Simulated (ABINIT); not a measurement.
# Calculated records

```
! title: BN (Qingsongite): G0W0 with ABINIT, start to end
! method: RPA screening on LDA, plane waves, norm-conserving pseudopotentials (and 2 further levels or steps)
! program: ABINIT 10.8.3
! settings: cutoff 36 Ha, PseudoDojo scalar-relativistic 0.4.1 standard, norm-conserving, ngkpt (6, 6, 6), nband 23, ecuteps 4 Ha, inclvkb 2, shiftk (0, 0, 0), symchi 1, awtr 1, frequency ppm, 6×6×6 k-mesh
! cost: 5 runs, 21 s in all on 4 MPI ranks of Arm Neoverse V1, shared host
! notes: The cell and positions come from the Crystallography Open Database and are kept as given unless a step says otherwise. The 6×6×6 mesh is coarse for this cell, which bears on the long-range parts of exchange and screening.
! LDA gap: 4.42 eV, indirect
! G0W0 gap on the mesh: 5.90 eV
! GW settings: 6×6×6 mesh, 23 bands, screening to 108.8 eV, Godby-Needs plasmon pole
! known limits: short of the basis limit; coarse k mesh
CELL_PARAMETERS angstrom
0.00000 1.80750 1.80750
1.80750 0.00000 1.80750
1.80750 1.80750 0.00000
ATOMIC_POSITIONS crystal
B 0.00000 0.00000 0.00000
N 0.25000 0.25000 0.25000
```

[Long decimals in the printed logs are rounded to 6 places.]

[Logs are printed without paths, hosts, clocks, repeated set-up lines and the standing remarks that a program may print on its own settings, such as how far it seeks lower states.]

[Paths, hosts, dates, memory and timing lines, banners, echoed tables and standing remarks are left out of the program output; an Ansatz launch command may be rebuilt from the run's recorded settings. Measured values are a selection of at most five: reports struck by readers or far from the other reports are left out. None is set beside runs whose start may be inverted or whose files or cutoffs have a known fault.]

[Runs of the session that timed out or met a known fault of the program may be left out.]

[Hosts, paths, dates, database ids (printed as entryN), source tags and the programs' standing remarks are cut or masked in the printed files.]

[G0W0 gaps are taken among the corrected bands and points alone; a level outside them can change the order at an edge.]

[Where Ansatz stands beside ABINIT at settings called matched, ABINIT's density can come from a denser mesh and the files from another edition; pairs whose starting gaps differed by over 0.03 eV were left out, so agreement reads better than it is.]
